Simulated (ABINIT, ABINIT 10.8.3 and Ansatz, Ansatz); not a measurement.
# SrTiO3 (Tausonite): Bethe-Salpeter spectra with ABINIT

Wanted: excitons and ε₂ of SrTiO3 (Tausonite), with cost.

Main program and level: ABINIT 10.8.3 and Ansatz 0.2.0; PBE and many-body steps on it, plane waves.

Report form: the programs' logs are mostly left out.

### 1. The starting structure

The structure is cubic, space group Pm-3m (No. 221). The conventional cell has a = 3.905 Å, b = 3.905 Å, c = 3.905 Å, α = 90.00°, β = 90.00°, γ = 90.00°. Nearest to Sr lie 12 O at 2.76 Å. Ti has 6 O at 1.95 Å nearest. O has 2 Ti at 1.95 Å and 4 Sr at 2.76 Å nearest. Farther neighbours and most contacts between anions are not listed.

The cell and positions come from the Crystallography Open Database and are kept as given unless a step says otherwise.

### 2. Empty states on the mesh, 4×4×4 mesh, 143 bands

This step: ABINIT 10.8.3; DFT, PBE, plane waves, norm-conserving pseudopotentials.

The sums over transitions need many empty states on a uniform mesh; this step solves for them.

Contents of run.abi:

```
acell 3*1.0 Angstrom
rprim 
  3.905280000000 0.000000000000 0.000000000000
  0.000000000000 3.905280000000 0.000000000000
  0.000000000000 0.000000000000 3.905280000000
ntypat 3
znucl 38 22 8
natom 5
typat 1 2 3 3 3
xred 
  0.500000000000 0.500000000000 0.500000000000
  0.000000000000 0.000000000000 0.000000000000
  0.500000000000 0.000000000000 0.000000000000
  0.000000000000 0.500000000000 0.000000000000
  0.000000000000 0.000000000000 0.500000000000
pp_dirpath "pseudos"
pseudos "Sr.upf, Ti.upf, O.upf"
ecut 38
ngkpt 4 4 4
nshiftk 1
shiftk 0 0 0
kptopt 1
chksymbreak 0
irdden 1
istwfk *1
nband 143
prtvol 0
optdriver 6
gwr_task "HDIAGO"
paral_kgb 0
occopt 1
indata_prefix "in"
outdata_prefix "out"
tmpdata_prefix "tmp"
```

Run with:

```console
$ OMP_NUM_THREADS=1 mpirun -n 8 abinit run.abi > log
```

Run time: 2.1 min. Hardware: 8 MPI ranks of Arm Neoverse V1, shared host; peak memory 9.1 GiB; 17 min of CPU time.

This step gave:

| Property | Result |
| --- | --- |
| gap | 1.908 eV |
| k of the valence top | 0.5, 0.5, 0.5 |
| k of the conduction bottom | 0, 0, 0 |
| least direct gap | 2.263 eV |
| k points computed | 10 |
| lowest point of the top converged band, above the valence top | 77.5025 eV |

On this mesh the gap is 1.908 eV.

The density comes from a self-consistent run that is not shown.

### 3. Screening, 4×4×4 mesh, 135 bands, screening to 149.7 eV

The RPA dielectric matrix is built and inverted for each q.

This step: RPA screening on PBE, plane waves, norm-conserving pseudopotentials.

Changes to run.abi since step 2:

```diff
@@ -23,10 +23,11 @@
 chksymbreak 0
-irdden 1
 istwfk *1
-nband 143
-prtvol 0
-optdriver 6
-gwr_task "HDIAGO"
-paral_kgb 0
 occopt 1
+irdwfk 1
+optdriver 3
+nband 135
+ecuteps 5.5
+inclvkb 2
+awtr 1
+symchi 1
 indata_prefix "in"
```

Wall time 45 s (8 MPI ranks); peak memory 1.9 GiB; 6 min of CPU time.

Numbers from this step:

* ε∞ with local fields, on this mesh, along the program's q direction: 6.402
* the same without local fields: 6.771
* plasma frequency: 30.43 eV
* plane waves in the screening matrix: 251

Local fields lower ε∞ by 5 %. On a Γ-centred mesh this coarse the value itself is usually too large, while a short band sum pulls it down.

### 4. Self-energy, 4×4×4 mesh, 135 bands, screening to 149.7 eV

The self-energy is evaluated for the states that the input lists, and the levels follow from it, in one-shot runs by the linearised quasiparticle equation.

This step: G0W0 on PBE, plane waves, norm-conserving pseudopotentials.

Changes to run.abi since step 3:

```diff
@@ -26,8 +26,17 @@
 irdwfk 1
-optdriver 3
+optdriver 4
 nband 135
+gwcalctyp 0
+ecutsigx 38
+symsigma 1
+nkptgw 2
+kptgw 
+  0.5000000000 0.5000000000 0.5000000000
+  0.0000000000 0.0000000000 0.0000000000
+bdgw 
+  18 23
+  18 23
 ecuteps 5.5
-inclvkb 2
-awtr 1
-symchi 1
+irdscr 1
+ppmodel 1
 indata_prefix "in"
```

Run time: 10 s. Hardware: 8 MPI ranks; peak memory 1.6 GiB; 83 s of CPU time.

This step gave:

* G0W0 gap on the points computed: 3.481 eV
* starting gap on the mesh: 1.908 eV
* k of the valence top: 0.5, 0.5, 0.5
* k of the conduction bottom: 0, 0, 0
* least direct G0W0 gap on the computed points: 3.848 eV

The gap on the mesh goes from 1.91 eV to 3.48 eV, a correction of +1.57 eV.

The gap opens by 1.573 eV; the next steps shift the empty bands rigidly by 1.573 eV.

### 5. RPA with local fields (no direct term)

Light makes an electron and a hole together. The Bethe-Salpeter equation adds their screened attraction and their exchange, in a window of bands around the gap.

This step: Bethe-Salpeter equation on PBE with a scissors shift, plane waves, norm-conserving pseudopotentials.

Changes to run.abi since step 4:

```diff
@@ -26,17 +26,19 @@
 irdwfk 1
-optdriver 4
-nband 135
-gwcalctyp 0
-ecutsigx 38
-symsigma 1
-nkptgw 2
-kptgw 
-  0.5000000000 0.5000000000 0.5000000000
-  0.0000000000 0.0000000000 0.0000000000
-bdgw 
-  18 23
-  18 23
-ecuteps 5.5
+optdriver 99
+bs_calctype 1
+mbpt_sciss 1.573 eV
+bs_loband 15
+nband 26
+bs_exchange_term 1
+bs_coulomb_term 0
+bs_coupling 0
+bs_algorithm 2
+bs_freq_mesh 0 10 0.1 eV
+zcut 0.15 eV
+ecuteps 4
+ecutwfn 19
+inclvkb 2
 irdscr 1
-ppmodel 1
+bs_haydock_niter 300
+bs_haydock_tol -0.02 0
 indata_prefix "in"
```

Elapsed: 5.5 s, on 8 MPI ranks; peak memory 0.67 GiB.

Numbers from this step:

```yaml
direct_gap_of_the_transition_levels: 3.836 eV
transitions_in_the_window: 2304
```

Mean over the three Cartesian directions of q; broadening 0.15 eV; transition window only. Limits: finite bands, cutoff and mesh; no spin-orbit coupling; coarse k mesh. Table of ε₂ by photon energy; read off at these points:

```
photon energy (eV)     BSE  no electron-hole interaction  Kohn-Sham, no shift
             0.000       0                             0                    0
             0.250  0.0065                       0.00672               0.0211
             0.500  0.0131                        0.0136               0.0438
             0.750  0.0202                        0.0209               0.0707
             1.000  0.0279                        0.0289                0.105
             1.250  0.0365                        0.0379                0.154
             1.500  0.0465                        0.0483                0.231
             1.750  0.0584                        0.0608                0.385
             2.000  0.0731                        0.0762                0.797
             2.250  0.0922                        0.0963                 2.27
             2.500   0.118                         0.123                 4.39
             2.750   0.155                         0.163                 4.65
             3.000   0.214                         0.226                 3.45
             3.250   0.326                         0.347                 2.00
             3.500   0.590                         0.635                 1.56
             3.750    1.66                          1.82                 3.28
             4.000    2.94                          3.23                 6.53
             4.200    5.31                          5.53                 7.16
             4.250    4.96                          5.12                 7.75
             4.500    3.46                          3.50                 11.2
             4.750    2.54                          2.60                 8.09
             5.000    1.39                          1.48                 6.97
             5.250    2.32                          2.61                 3.75
             5.500    4.31                          4.96                 2.14
             5.750    6.59                          7.45                 2.79
             6.000    9.56                          10.7                 5.08
             6.100    11.0                          11.2                 6.15
             6.250    10.2                          9.16                 5.28
             6.500    7.41                          6.90                 5.52
             6.750    5.26                          4.80                 2.26
             7.000    2.55                          2.36                 2.67
             7.250    2.52                          2.49                 2.10
             7.500    3.91                          3.94                 1.81
             7.750    5.70                          5.60                 2.15
             8.000    6.34                          6.00                 2.95
             8.250    3.08                          2.79                 3.30
             8.500    2.35                          2.30                 2.44
             8.750    2.48                          2.35                 1.19
             9.000    1.95                          1.88                0.723
             9.250    1.83                          1.85                0.939
             9.500    3.05                          2.98                 1.09
             9.750    3.10                          3.27                 1.07
            10.000    2.99                          2.81                0.771
```

### 6. Dielectric constant by perturbation theory

This step: Ansatz 0.2.0; DFT, PBE, linear response to an electric field, plane waves, PAW.

ε∞ sets how strongly the crystal screens. Perturbation theory gives it with local fields and without a sum over empty bands.

Contents of input.yaml:

```yaml
crystal:
  lattice:
    - [3.90528, 0.0, 0.0]
    - [0.0, 3.90528, 0.0]
    - [0.0, 0.0, 3.90528]
  atoms:
    - { symbol: Sr, position: [0.5, 0.5, 0.5] }
    - { symbol: Ti, position: [0.0, 0.0, 0.0] }
    - { symbol: O, position: [0.5, 0.0, 0.0] }
    - { symbol: O, position: [0.0, 0.5, 0.0] }
    - { symbol: O, position: [0.0, 0.0, 0.5] }
kpoints:
  mp_grid: { grid: [6, 6, 6] }
hamiltonian:
  xc: pbe
scf:
  occupations: { method: fixed }
dielectric: {}
```

Run with:

```console
$ ansatz run input.yaml --threads 8 --pin off --max-ram 14745MiB --backend cpu --events-out ev --progress --plain --runs-dir out
```

Wall time 8.4 s (8 threads); peak memory 0.6 GiB; 56 s of CPU time.

The field response gives a mean ε∞ of 6.24, which the model screening below takes as its input.

### 7. Model screening

This step: ABINIT 10.8.3; Bethe-Salpeter equation on PBE with a scissors shift, plane waves, norm-conserving pseudopotentials.

Changes to run.abi since step 5:

```diff
@@ -32,3 +32,3 @@
 bs_exchange_term 1
-bs_coulomb_term 0
+bs_coulomb_term 21
 bs_coupling 0
@@ -40,3 +40,4 @@
 inclvkb 2
-irdscr 1
+mdf_epsinf 6.24
+irdden 1
 bs_haydock_niter 300
```

Run with:

```console
$ OMP_NUM_THREADS=1 mpirun -n 8 abinit run.abi > log
```

Wall time 73 s (8 MPI ranks); peak memory 0.85 GiB; 9.7 min of CPU time.

This step gave:

| Item | Value |
| --- | --- |
| direct gap of the transition levels | 3.836 eV |
| transitions in the window | 2304 |
| Coulomb term of one mesh cell | 0.4197 eV |

### 8. Empty states on the mesh, 6×6×6 mesh, 37 bands

This step: DFT, PBE, plane waves, norm-conserving pseudopotentials.

Changes to run.abi since step 7:

```diff
@@ -18,28 +18,15 @@
 ecut 38
-ngkpt 4 4 4
+ngkpt 6 6 6
 nshiftk 1
-shiftk 0 0 0
-kptopt 1
+shiftk 0.11 0.21 0.31
+kptopt 3
 chksymbreak 0
+iscf -2
+irdden 1
 istwfk *1
-occopt 1
-irdwfk 1
-optdriver 99
-bs_calctype 1
-mbpt_sciss 1.573 eV
-bs_loband 15
-nband 26
-bs_exchange_term 1
-bs_coulomb_term 21
-bs_coupling 0
-bs_algorithm 2
-bs_freq_mesh 0 10 0.1 eV
-zcut 0.15 eV
-ecuteps 4
-ecutwfn 19
-inclvkb 2
-mdf_epsinf 6.24
-irdden 1
-bs_haydock_niter 300
-bs_haydock_tol -0.02 0
+nband 37
+nbdbuf 4
+tolwfr 1e-09
+nstep 60
+prtvol 0
 indata_prefix "in"
```

Wall time 1.7 min (8 MPI ranks); peak memory 1.1 GiB.

Numbers from this step:

- gap: 1.963 eV
- k of the valence top: -0.4817, -0.465, -0.4483
- k of the conduction bottom: 0.0183, 0.035, 0.0517
- least direct gap: 2.343 eV
- k points computed: 216
- lowest point of the top converged band, above the valence top: 12.44 eV

On this mesh the gap is 1.963 eV.

### 9. Denser, shifted k mesh (6×6×6)

This step: Bethe-Salpeter equation on PBE with a scissors shift, plane waves, norm-conserving pseudopotentials.

Changes to run.abi since step 8:

```diff
@@ -23,10 +23,23 @@
 chksymbreak 0
-iscf -2
+istwfk *1
+occopt 1
+irdwfk 1
+optdriver 99
+bs_calctype 1
+mbpt_sciss 1.573 eV
+bs_loband 16
+nband 26
+bs_exchange_term 1
+bs_coulomb_term 21
+bs_coupling 0
+bs_algorithm 2
+bs_freq_mesh 0 10 0.1 eV
+zcut 0.15 eV
+ecuteps 3
+ecutwfn 19
+inclvkb 2
+mdf_epsinf 6.24
 irdden 1
-istwfk *1
-nband 37
-nbdbuf 4
-tolwfr 1e-09
-nstep 60
-prtvol 0
+bs_haydock_niter 300
+bs_haydock_tol -0.02 0
 indata_prefix "in"
```

Elapsed: 8.9 min, on 8 MPI ranks; peak memory 5 GiB; 71 min of CPU time.

Numbers from this step:

```
direct gap of the transition levels : 3.916 eV
transitions in the window           : 6480
Coulomb term of one mesh cell       : 0.2798 eV
```

### 10. Empty states on the mesh, 8×8×8 mesh, 37 bands

This step: DFT, PBE, plane waves, norm-conserving pseudopotentials.

Changes to run.abi since step 9:

```diff
@@ -18,3 +18,3 @@
 ecut 38
-ngkpt 6 6 6
+ngkpt 8 8 8
 nshiftk 1
@@ -23,23 +23,10 @@
 chksymbreak 0
+iscf -2
+irdden 1
 istwfk *1
-occopt 1
-irdwfk 1
-optdriver 99
-bs_calctype 1
-mbpt_sciss 1.573 eV
-bs_loband 16
-nband 26
-bs_exchange_term 1
-bs_coulomb_term 21
-bs_coupling 0
-bs_algorithm 2
-bs_freq_mesh 0 10 0.1 eV
-zcut 0.15 eV
-ecuteps 3
-ecutwfn 19
-inclvkb 2
-mdf_epsinf 6.24
-irdden 1
-bs_haydock_niter 300
-bs_haydock_tol -0.02 0
+nband 37
+nbdbuf 4
+tolwfr 1e-09
+nstep 60
+prtvol 0
 indata_prefix "in"
```

Wall time 3.9 min (8 MPI ranks); peak memory 1.8 GiB; 32 min of CPU time.

Numbers from this step:

* gap: 1.939 eV
* k of the valence top: -0.4862, -0.4737, -0.4612
* k of the conduction bottom: 0.0138, 0.0263, 0.0388
* least direct gap: 2.309 eV
* k points computed: 512
* lowest point of the top converged band, above the valence top: 12.33 eV

On this mesh the gap is 1.939 eV.

### 11. Denser, shifted k mesh (8×8×8)

This step: Bethe-Salpeter equation on PBE with a scissors shift, plane waves, norm-conserving pseudopotentials.

Changes to run.abi since step 10:

```diff
@@ -23,10 +23,23 @@
 chksymbreak 0
-iscf -2
+istwfk *1
+occopt 1
+irdwfk 1
+optdriver 99
+bs_calctype 1
+mbpt_sciss 1.573 eV
+bs_loband 18
+nband 24
+bs_exchange_term 1
+bs_coulomb_term 21
+bs_coupling 0
+bs_algorithm 2
+bs_freq_mesh 0 10 0.1 eV
+zcut 0.15 eV
+ecuteps 3
+ecutwfn 19
+inclvkb 2
+mdf_epsinf 6.24
 irdden 1
-istwfk *1
-nband 37
-nbdbuf 4
-tolwfr 1e-09
-nstep 60
-prtvol 0
+bs_haydock_niter 300
+bs_haydock_tol -0.02 0
 indata_prefix "in"
```

Elapsed: 9.1 min, on 8 MPI ranks; peak memory 8.1 GiB; 73 min of CPU time.

Numbers from this step:

```yaml
direct_gap_of_the_transition_levels: 3.882 eV
transitions_in_the_window: 6144
coulomb_term_of_one_mesh_cell: 0.2098 eV
```

### 12. The runs together

Times are wall times on 8 MPI ranks of Arm Neoverse V1, shared host, good to a factor of about two.

```
                                   run   mesh  transitions  broadening (eV)  direct gap (eV)  lowest state (eV)  binding (eV)  mesh cell's term (eV)  tallest peak (eV)  height     time
RPA with local fields (no direct term)  4×4×4         2304             0.15            3.836                  -             -                      -               6.10    11.0    5.5 s
                       model screening  4×4×4         2304             0.15            3.836                  -             -                  0.420               5.10    11.7     73 s
        denser, shifted k mesh (6×6×6)  6×6×6         6480             0.15            3.916                  -             -                  0.280               5.00    7.46  8.9 min
        denser, shifted k mesh (8×8×8)  8×8×8         6144             0.15            3.882                  -             -                  0.210               5.30    7.10  9.1 min
```

### 13. Summary of results

```yaml
rpa_with_local_fields_no_direct_term: tallest peak 6.1 eV
model_screening: tallest peak 5.1 eV
denser_shifted_k_mesh_6x6x6: tallest peak 5.0 eV
denser_shifted_k_mesh_8x8x8: tallest peak 5.3 eV
```

What this shows: Model screening, against «RPA with local fields (no direct term)»: the tallest peak goes from 6.10 eV to 5.10 eV (keys changed: bs_coulomb_term, irdscr, mdf_epsinf and irdden). Denser, shifted k mesh (6×6×6), against «model screening (4×4×4)»: the tallest peak goes from 5.10 eV to 5.00 eV (keys changed: ngkpt, shiftk, kptopt, bs_loband, ecuteps and the band window). Denser, shifted k mesh (8×8×8), against «denser, shifted k mesh (6×6×6)»: the tallest peak goes from 5.00 eV to 5.30 eV (keys changed: ngkpt, bs_loband, nband and the band window). A rigid shift treats all transitions alike. In the G0W0 table the openings from the upper filled bands to the empty bands at the same k run from +1.58 to +1.89 eV (median +1.74), where the shift is +1.57 eV, so peaks stand off by such differences. Lines within a few meV of each other can be one level split by numerical noise, or distinct levels. Screening is static and electronic alone, and only transitions inside the band window count. The 4×4×4 mesh is coarse for this cell, which bears on the long-range parts of exchange and screening. The many-body steps are scalar-relativistic: spin-orbit coupling is not in them.

[Paths, hosts, dates, memory and timing lines, banners, echoed tables and standing remarks are left out of the program output.]

[Logs are printed without paths, hosts, clocks, repeated set-up lines and the standing remarks that a program may print on its own settings, such as how far it seeks lower states.]

[Runs of the session that timed out or met a known fault of the program may be left out.]

[Hosts, paths, dates, database ids (printed as entryN), source tags and the programs' standing remarks are cut or masked in the printed files.]

[G0W0 gaps are taken among the corrected bands and points alone; a level outside them can change the order at an edge.]

[Where Ansatz stands beside ABINIT at settings called matched, ABINIT's density can come from a denser mesh and the files from another edition; pairs whose starting gaps differed by over 0.03 eV were left out, so agreement reads better than it is.]
